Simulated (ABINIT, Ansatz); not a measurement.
# SnO2 (Cassiterite): G0W0 with ABINIT, start to end

Wanted: ground state, empty states, screening and self-energy for SnO2 (Cassiterite).

Program: ABINIT 10.8.3. Level of theory: PBE and many-body steps on it, plane waves. Results are calculated unless marked as measured.

**What was measured.**

- Gap 3.6 eV: experimental gap quoted from earlier work; bulk crystal (quoted in “Study on the Photocatalytic Properties of Flower-Shaped SnO2”, 2022, pmc:9565917).

**1. The structure**

It takes space group P4_2/mnm (No. 136, tetragonal). The conventional cell has a = 4.738 Å, b = 4.738 Å, c = 3.187 Å, α = 90.00°, β = 90.00°, γ = 90.00°. Nearest to Sn lie 6 O at 2.05 to 2.06 Å. Nearest to O lie 3 Sn at 2.05 to 2.06 Å. Farther neighbours and most contacts between anions are not listed.

Structure file:

```cif
data_structure
_symmetry_space_group_name_H-M 'P 1'
_symmetry_Int_Tables_number 1
_cell_length_a 4.7380
_cell_length_b 4.7380
_cell_length_c 3.1865
_cell_angle_alpha 90.000
_cell_angle_beta 90.000
_cell_angle_gamma 90.000
_cell_volume 71.53
loop_
_atom_site_label
_atom_site_type_symbol
_atom_site_fract_x
_atom_site_fract_y
_atom_site_fract_z
_atom_site_occupancy
Sn1 Sn 0.00000 0.00000 0.00000 1
Sn2 Sn 0.50000 0.50000 0.50000 1
O3 O 0.30710 0.30710 0.00000 1
O4 O 0.19290 0.80710 0.50000 1
O5 O 0.69290 0.69290 0.00000 1
O6 O 0.80710 0.19290 0.50000 1
```

The cell and positions come from the Crystallography Open Database and are kept as given unless a step says otherwise.

**2. Ground state**

This step: ABINIT 10.8.3; DFT, PBE, plane waves, norm-conserving pseudopotentials.

The ground-state density comes first.

run.abi reads:

```
acell 3*1.0 Angstrom
rprim 
  4.738000000000 0.000000000000 0.000000000000
  0.000000000000 4.738000000000 0.000000000000
  0.000000000000 0.000000000000 3.186500000000
ntypat 2
znucl 50 8
natom 6
typat 1 1 2 2 2 2
xred 
  0.000000000000 0.000000000000 0.000000000000
  0.500000000000 0.500000000000 0.500000000000
  0.307100000000 0.307100000000 0.000000000000
  0.192900000000 0.807100000000 0.500000000000
  0.692900000000 0.692900000000 0.000000000000
  0.807100000000 0.192900000000 0.500000000000
pp_dirpath "pseudos"
pseudos "Sn.upf, O.upf"
ecut 42
ngkpt 4 4 6
nshiftk 1
shiftk 0 0 0
kptopt 1
chksymbreak 0
nband 41
occopt 1
tolvrs 1e-10
nstep 60
prtwf 0
optforces 0
optstress 0
indata_prefix "in"
outdata_prefix "out"
tmpdata_prefix "tmp"
```

The run is started by

```sh
OMP_NUM_THREADS=1 mpirun -n 8 abinit run.abi > log
```

Numbers of over 12 decimals in the logs are rounded to 6 here.

The log of the run:

```text
.Version 10.8.3 of ABINIT. v10.8.2 released Aug 2026.

 Symmetries : space group P4_2/m n m (#136); Bravais tP (primitive tetrag.)
================================================================================
 Values of the parameters that define the memory need of the present run
     intxc =       0    ionmov =       0      iscf =       7    lmnmax =       6
     lnmax =       6     mgfft =      54  mpssoang =       3    mqgrid =    3001
     natom =       6  nloc_mem =       1    nspden =       1   nspinor =       1
    nsppol =       1      nsym =      16    n1xccc =    2501    ntypat =       2
    occopt =       1   xclevel =       2
-    mband =          41        mffmem =           1         mkmem =           3
       mpw =        6296          nfft =      104976          nkpt =          24
================================================================================
  Rough estimation (10% accuracy) of disk space for files :
================================================================================

--------------------------------------------------------------------------------
------------- Echo of variables that govern the present computation ------------
--------------------------------------------------------------------------------
 -outvars: echo values of preprocessed input variables --------
            acell      1.8897261259E+00  1.8897261259E+00  1.8897261259E+00 Bohr

      chksymbreak           0
             ecut      4.20000000E+01 Hartree
-          fftalg         312

              ixc     -101130
              kpt      0.00000000E+00  0.00000000E+00  0.00000000E+00
                       2.50000000E-01  0.00000000E+00  0.00000000E+00
                       5.00000000E-01  0.00000000E+00  0.00000000E+00
                       2.50000000E-01  2.50000000E-01  0.00000000E+00
                       5.00000000E-01  2.50000000E-01  0.00000000E+00
                       5.00000000E-01  5.00000000E-01  0.00000000E+00
                       0.00000000E+00  0.00000000E+00  1.66666667E-01
                       2.50000000E-01  0.00000000E+00  1.66666667E-01
                       5.00000000E-01  0.00000000E+00  1.66666667E-01
   [... 13 further rows ...]
                       5.00000000E-01  2.50000000E-01  5.00000000E-01
                       5.00000000E-01  5.00000000E-01  5.00000000E-01
         kptrlatt        4    0    0      0    4    0      0    0    6
          kptrlen      3.58140895E+01
P           mkmem           3
            natom           6
            nband          41
            ngfft          54      54      36
             nkpt          24
            nstep          60
             nsym          16
           ntypat           2
              occ      2.000000  2.000000  2.000000  2.000000  2.000000  2.000000
                       2.000000  2.000000  2.000000  2.000000  2.000000  2.000000
                       2.000000  2.000000  2.000000  2.000000  2.000000  2.000000
                       2.000000  2.000000  2.000000  2.000000  2.000000  2.000000
                       2.000000  2.000000  2.000000  2.000000  2.000000  2.000000
                       2.000000  2.000000  2.000000  2.000000  0.000000  0.000000
                       0.000000  0.000000  0.000000  0.000000  0.000000
        optforces           0
        optstress           0
            prtwf           0
            rprim      4.7380000000E+00  0.0000000000E+00  0.0000000000E+00
[...]
spgroup         136

           tolvrs      1.00000000E-10

             xred      0.0000000000E+00  0.0000000000E+00  0.0000000000E+00
[...]
znucl       50.00000    8.00000

================================================================================

 chkinp: Checking input parameters for consistency.

================================================================================
== DATASET  1 ==================================================================
-   mpi_nproc: 8, omp_nthreads: 1 (-1 if OMP is not activated)

--- !DatasetInfo
iteration_state: {dtset: 1, }
dimensions: {natom: 6, nkpt: 24, mband: 41, nsppol: 1, nspinor: 1, nspden: 1, mpw: 6296, }
cutoff_energies: {ecut:  42.0, pawecutdg:  -1.0, }
electrons: {nelect:   6.80000000E+01, charge:   0.00000000E+00, occopt:   1.00000000E+00, tsmear:   1.00000000E-02, }

 Real(R)+Recip(G) space primitive vectors, cartesian coordinates (Bohr,Bohr^-1):
 R(1)=  8.9535224  0.0000000  0.0000000  G(1)=  0.1116879  0.0000000  0.0000000
 R(2)=  0.0000000  8.9535224  0.0000000  G(2)=  0.0000000  0.1116879  0.0000000
 R(3)=  0.0000000  0.0000000  6.0216123  G(3)=  0.0000000  0.0000000  0.1660685
 Unit cell volume ucvol=  4.8272594E+02 bohr^3
 Angles (23,13,12)=  9.00000000E+01  9.00000000E+01  9.00000000E+01 degrees

 getcut: wavevector=  0.0000  0.0000  0.0000  ngfft=  54  54  36
         ecut(hartree)=     42.000   => boxcut(ratio)=   2.04927

--- Pseudopotential description ------------------------------------------------
- Sn Generated using ONCVPSP code by D. R. Hamann
- 50.00000  22.00000  171031                  znucl, zion, pspdat
12 -101130 2 -1 1628                          pspcod,pspxc,lmax,lloc,mmax
     nproj     2     2     2
  pspatm : epsatm=   27.31087254
         --- l  ekb(1:nproj) -->
[...]
pspatm: atomic psp has been read  and splines computed

- O Generated using ONCVPSP code by D. R. Hamann
-  8.00000   6.00000  171031                  znucl, zion, pspdat
12 -101130 2 -1 936                           pspcod,pspxc,lmax,lloc,mmax
     nproj     2     2     1
  pspatm : epsatm=    6.17005460
         --- l  ekb(1:nproj) -->
[...]
2   -1.331955
 pspatm: atomic psp has been read  and splines computed

   5.39253352E+03                                ecore*ucvol(ha*bohr**3)
--------------------------------------------------------------------------------

_setup2: Arith. and geom. avg. npw (full set) are    6276.344    6276.333

================================================================================

--- !BeginCycle
iteration_state: {dtset: 1, }
solver: {iscf: 7, nstep: 60, nline: 4, wfoptalg: 0, }
tolerances: {tolvrs: 1.00E-10, }

     iter   Etot(hartree)      deltaE(h)  residm     vres2
 ETOT  1  -508.63668929118    -5.086E+02 2.196E-01 1.209E+03
 ETOT  2  -509.05887037937    -4.222E-01 2.857E-02 1.183E+03
 ETOT  3  -509.49154456592    -4.327E-01 1.897E-02 1.499E+01
 ETOT  4  -509.49543743827    -3.893E-03 3.404E-03 1.151E+00
 ETOT  5  -509.49584511455    -4.077E-04 2.068E-03 8.763E-02
 ETOT  6  -509.49586478160    -1.967E-05 8.917E-04 2.898E-03
 ETOT  7  -509.49586499951    -2.179E-07 7.431E-04 2.571E-05
 ETOT  8  -509.49586500294    -3.432E-09 4.302E-04 5.826E-07
 ETOT  9  -509.49586500302    -8.112E-11 3.204E-04 3.678E-08
 ETOT 10  -509.49586500301     1.000E-11 2.448E-04 1.148E-09
 ETOT 11  -509.49586500304    -2.962E-11 2.319E-04 6.777E-11

 At SCF step   11       vres2   =  6.78E-11 < tolvrs=  1.00E-10 =>converged.

--- !ResultsGS
iteration_state: {dtset: 1, }
comment   : Summary of ground state results
lattice_vectors:
- [  8.9535224,   0.0000000,   0.0000000, ]
- [  0.0000000,   8.9535224,   0.0000000, ]
- [  0.0000000,   0.0000000,   6.0216123, ]
lattice_lengths: [   8.95352,    8.95352,    6.02161, ]
lattice_angles: [ 90.000,  90.000,  90.000, ] # degrees, (23, 13, 12)
lattice_volume:   4.8272594E+02
convergence: {deltae: -2.962E-11, res2:  6.777E-11, residm:  2.319E-04, diffor:  0.000E+00, }
etotal    :  -5.09495865E+02
entropy   :   0.00000000E+00
fermie    :   2.49058631E-01
cartesian_stress_tensor: null
pressure_GPa: null
xred      :
- [  0.0000E+00,   0.0000E+00,   0.0000E+00, Sn]
- [  5.0000E-01,   5.0000E-01,   5.0000E-01, Sn]
- [  3.0710E-01,   3.0710E-01,   0.0000E+00,  O]
- [  1.9290E-01,   8.0710E-01,   5.0000E-01,  O]
- [  6.9290E-01,   6.9290E-01,   0.0000E+00,  O]
- [  8.0710E-01,   1.9290E-01,   5.0000E-01,  O]
cartesian_forces: null
force_length_stats: {min: null, max: null, mean: null, }

 Integrated electronic density in atomic spheres:
 ------------------------------------------------
 Atom  Sphere_radius  Integrated_density
[...]
================================================================================

 ----iterations are completed or convergence reached----

 Mean square residual over all n,k,spin=   67.387E-08; max=  23.190E-05
 reduced coordinates (array xred) for    6 atoms
[...]
0.500000000000      0.500000000000      0.500000000000
       0.307100000000      0.307100000000      0.000000000000
       0.192900000000      0.807100000000      0.500000000000
       0.692900000000      0.692900000000      0.000000000000
       0.807100000000      0.192900000000      0.500000000000
 rms dE/dt=  0.0000E+00; max dE/dt=  0.0000E+00; dE/dt below (all hartree)
    1       0.000000000000      0.000000000000      0.000000000000
    2       0.000000000000      0.000000000000      0.000000000000
    3       0.000000000000      0.000000000000      0.000000000000
    4       0.000000000000      0.000000000000      0.000000000000
    5       0.000000000000      0.000000000000      0.000000000000
    6       0.000000000000      0.000000000000      0.000000000000

 cartesian coordinates (angstrom) at end:
    1      0.000000     0.000000     0.000000
    2      2.369000     2.369000     1.593250
    3      1.455040     1.455040     0.000000
    4      0.913960     3.824040     1.593250
    5      3.282960     3.282960     0.000000
    6      3.824040     0.913960     1.593250
 length scales=  1.889726125908  1.889726125908  1.889726125908 bohr
              =  1.000000000000  1.000000000000  1.000000000000 angstroms
 prteigrs : about to open file out_EIG
 Fermi (or HOMO) energy (hartree) =   0.24906   Average Vxc (hartree)=  -0.42434
 Eigenvalues (hartree) for nkpt=  24  k points:
 kpt#   1, nband= 41, wtk=  0.01042, kpt=  0.0000  0.0000  0.0000 (reduced coord)
  -4.45122   -4.45122   -2.82797   -2.82797   -2.82638   -2.82638   -2.82622   -2.82621
  -0.52850   -0.50088   -0.49067   -0.48981   -0.48981   -0.48655   -0.48526   -0.48206
  -0.48100   -0.48100   -0.44591   -0.37776   -0.37776   -0.31287   -0.04845    0.10009
   0.10009    0.10339    0.13529    0.17389    0.17716    0.20329    0.20329    0.22098
   0.22098    0.24906    0.29623    0.47480    0.48381    0.48381    0.63508    0.64049
   0.69479
 prteigrs : prtvol=0 or 1, do not print more k-points.

--- !EnergyTerms
iteration_state     : {dtset: 1, }
comment             : Components of total free energy in Hartree
kinetic             :  2.00434493866220E+02
hartree             :  1.58895150068906E+02
xc                  : -7.12084152047545E+01
Ewald energy        : -2.98339747503783E+02
psp_core            :  1.11710042103051E+01
local_psp           : -4.87139504680541E+02
non_local_psp       : -2.33088457593944E+01
total_energy        : -5.09495865003043E+02
total_energy_eV     : -1.38640887733280E+04
band_energy         : -6.12362511478776E+01

== END DATASET(S) ==============================================================
================================================================================

 -outvars: echo values of variables after computation  --------
           etotal     -5.0949586500E+02
            nband          41
             nkpt          24
          spgroup         136
 [... the other variables as echoed above ...]

 Calculation completed.
```

Wall time 31 s (8 MPI ranks of Arm Neoverse V2, shared host); peak memory 0.72 GiB.

This step gave:

* total energy: -13864.0888 eV
* gap: 1.284 eV
* k of the valence top: 0, 0, 0
* k of the conduction bottom: 0, 0, 0
* least direct gap: 1.284 eV

The gap is direct, at Γ.

**3. Empty states on the mesh, 4×4×4 mesh, 75 bands**

The sums over transitions need many empty states on a uniform mesh; this step solves for them.

Changes to run.abi since step 2:

```diff
@@ -19,3 +19,3 @@
 ecut 42
-ngkpt 4 4 6
+ngkpt 4 4 4
 nshiftk 1
@@ -24,9 +24,10 @@
 chksymbreak 0
-nband 41
-occopt 1
-tolvrs 1e-10
+iscf -2
+irdden 1
+istwfk *1
+nband 75
+nbdbuf 6
+tolwfr 1e-09
 nstep 60
-prtwf 0
-optforces 0
-optstress 0
+prtvol 0
 indata_prefix "in"
```

The log of the run:

```text
.Version 10.8.3 of ABINIT. v10.8.2 released Aug 2026.

 Symmetries : space group P4_2/m n m (#136); Bravais tP (primitive tetrag.)
[... echo of the input left out ...]
== DATASET  1 ==================================================================
-   mpi_nproc: 8, omp_nthreads: 1 (-1 if OMP is not activated)

--- !DatasetInfo
iteration_state: {dtset: 1, }
dimensions: {natom: 6, nkpt: 18, mband: 75, nsppol: 1, nspinor: 1, nspden: 1, mpw: 6312, }
cutoff_energies: {ecut:  42.0, pawecutdg:  -1.0, }
electrons: {nelect:   6.80000000E+01, charge:   0.00000000E+00, occopt:   1.00000000E+00, tsmear:   1.00000000E-02, }

 Real(R)+Recip(G) space primitive vectors, cartesian coordinates (Bohr,Bohr^-1):
 R(1)=  8.9535224  0.0000000  0.0000000  G(1)=  0.1116879  0.0000000  0.0000000
 R(2)=  0.0000000  8.9535224  0.0000000  G(2)=  0.0000000  0.1116879  0.0000000
 R(3)=  0.0000000  0.0000000  6.0216123  G(3)=  0.0000000  0.0000000  0.1660685
 Unit cell volume ucvol=  4.8272594E+02 bohr^3
 Angles (23,13,12)=  9.00000000E+01  9.00000000E+01  9.00000000E+01 degrees

 getcut: wavevector=  0.0000  0.0000  0.0000  ngfft=  54  54  36
         ecut(hartree)=     42.000   => boxcut(ratio)=   2.04927

--- Pseudopotential description ------------------------------------------------
- Sn Generated using ONCVPSP code by D. R. Hamann
- 50.00000  22.00000  171031                  znucl, zion, pspdat
12 -101130 2 -1 1628                          pspcod,pspxc,lmax,lloc,mmax
     nproj     2     2     2
  pspatm : epsatm=   27.31087254
         --- l  ekb(1:nproj) -->
             0    9.701792   -0.671203
             1    4.046855   -0.266328
             2   -2.346641   -0.600143
 pspatm: atomic psp has been read  and splines computed

- O Generated using ONCVPSP code by D. R. Hamann
-  8.00000   6.00000  171031                  znucl, zion, pspdat
12 -101130 2 -1 936                           pspcod,pspxc,lmax,lloc,mmax
     nproj     2     2     1
  pspatm : epsatm=    6.17005460
         --- l  ekb(1:nproj) -->
[...]
2   -1.331955
 pspatm: atomic psp has been read  and splines computed

--------------------------------------------------------------------------------

================================================================================
 prteigrs : about to open file out_EIG
 Non-SCF case, kpt    1 (  0.00000  0.00000  0.00000), residuals and eigenvalues=
  2.94E-10  3.85E-10  3.52E-10  8.27E-10  1.88E-10  3.03E-10  1.71E-10  1.71E-10
  1.81E-10  5.65E-10  1.07E-10  4.58E-10  5.59E-10  1.10E-10  7.77E-10  5.72E-10
  1.14E-10  6.51E-10  6.28E-10  2.07E-10  6.74E-10  8.67E-10  2.04E-10  1.21E-10
[...]
-4.4512E+00 -4.4512E+00 -2.8280E+00 -2.8280E+00 -2.8264E+00 -2.8264E+00
 -2.8262E+00 -2.8262E+00 -5.2850E-01 -5.0088E-01 -4.9067E-01 -4.8981E-01
 -4.8981E-01 -4.8655E-01 -4.8526E-01 -4.8206E-01 -4.8100E-01 -4.8100E-01
[...]
1.2553E+00  1.2553E+00  1.2594E+00  1.2900E+00  1.3615E+00  1.3615E+00
  1.3882E+00  1.4115E+00  1.4132E+00  1.4745E+00  1.4926E+00  1.4926E+00
[...]
prteigrs : prtvol=0 or 1, do not print more k-points.

--- !ResultsGS
iteration_state: {dtset: 1, }
comment   : Summary of ground state results
lattice_vectors:
- [  8.9535224,   0.0000000,   0.0000000, ]
- [  0.0000000,   8.9535224,   0.0000000, ]
- [  0.0000000,   0.0000000,   6.0216123, ]
lattice_lengths: [   8.95352,    8.95352,    6.02161, ]
lattice_angles: [ 90.000,  90.000,  90.000, ] # degrees, (23, 13, 12)
lattice_volume:   4.8272594E+02
convergence: {deltae:  0.000E+00, res2:  0.000E+00, residm:  9.987E-10, diffor:  0.000E+00, }
etotal    :  -5.09495865E+02
entropy   :   0.00000000E+00
fermie    :   2.49058631E-01
cartesian_stress_tensor: null
pressure_GPa: null
xred      :
- [  0.0000E+00,   0.0000E+00,   0.0000E+00, Sn]
- [  5.0000E-01,   5.0000E-01,   5.0000E-01, Sn]
- [  3.0710E-01,   3.0710E-01,   0.0000E+00,  O]
- [  1.9290E-01,   8.0710E-01,   5.0000E-01,  O]
- [  6.9290E-01,   6.9290E-01,   0.0000E+00,  O]
- [  8.0710E-01,   1.9290E-01,   5.0000E-01,  O]
cartesian_forces: null
force_length_stats: {min: null, max: null, mean: null, }

 Integrated electronic density in atomic spheres:
 ------------------------------------------------
 Atom  Sphere_radius  Integrated_density
[...]
================================================================================

 ----iterations are completed or convergence reached----

 Mean square residual over all n,k,spin=   45.686E-11; max=  99.867E-11
 reduced coordinates (array xred) for    6 atoms
[...]
0.807100000000      0.192900000000      0.500000000000

 cartesian coordinates (angstrom) at end:
    1      0.000000     0.000000     0.000000
    2      2.369000     2.369000     1.593250
    3      1.455040     1.455040     0.000000
    4      0.913960     3.824040     1.593250
    5      3.282960     3.282960     0.000000
    6      3.824040     0.913960     1.593250
 length scales=  1.889726125908  1.889726125908  1.889726125908 bohr
              =  1.000000000000  1.000000000000  1.000000000000 angstroms
 prteigrs : about to open file out_EIG
 Eigenvalues (hartree) for nkpt=  18  k points:
 kpt#   1, nband= 75, wtk=  0.01563, kpt=  0.0000  0.0000  0.0000 (reduced coord)
[...]
1.09149    1.12377    1.22145    1.22145    1.25530    1.25530    1.25938    1.28996
   1.36149    1.36149    1.38817    1.41151    1.41315    1.47453    1.49257    1.49258
   1.52015    1.52447    1.52590
 prteigrs : prtvol=0 or 1, do not print more k-points.

== END DATASET(S) ==============================================================
================================================================================

 -outvars: echo values of variables after computation  --------
            nband          75
             nkpt          18
          spgroup         136
 [... the other variables as echoed above ...]

 Calculation completed.
```

Elapsed: 32 s, on 8 MPI ranks; peak memory 0.67 GiB.

This step gave:

```yaml
gap: 1.284 eV
k_of_the_valence_top: 0, 0, 0
k_of_the_conduction_bottom: 0, 0, 0
least_direct_gap: 1.284 eV
k_points_computed: 18
lowest_point_of_the_top_converged_band_above_the_valence_top: 31.21 eV
```

On this mesh the gap is 1.284 eV.

[end of part 1 of 2]

[Paths, hosts, dates, memory and timing lines, banners, echoed tables and standing remarks are left out of the program output.]

[Logs are printed without paths, hosts, clocks, repeated set-up lines and the standing remarks that a program may print on its own settings, such as how far it seeks lower states.]

[Runs of the session that timed out or met a known fault of the program may be left out.]

[Hosts, paths, dates, database ids (printed as entryN), source tags and the programs' standing remarks are cut or masked in the printed files.]

[G0W0 gaps are taken among the corrected bands and points alone; a level outside them can change the order at an edge.]

[Where Ansatz stands beside ABINIT at settings called matched, ABINIT's density can come from a denser mesh and the files from another edition; pairs whose starting gaps differed by over 0.03 eV were left out, so agreement reads better than it is.]
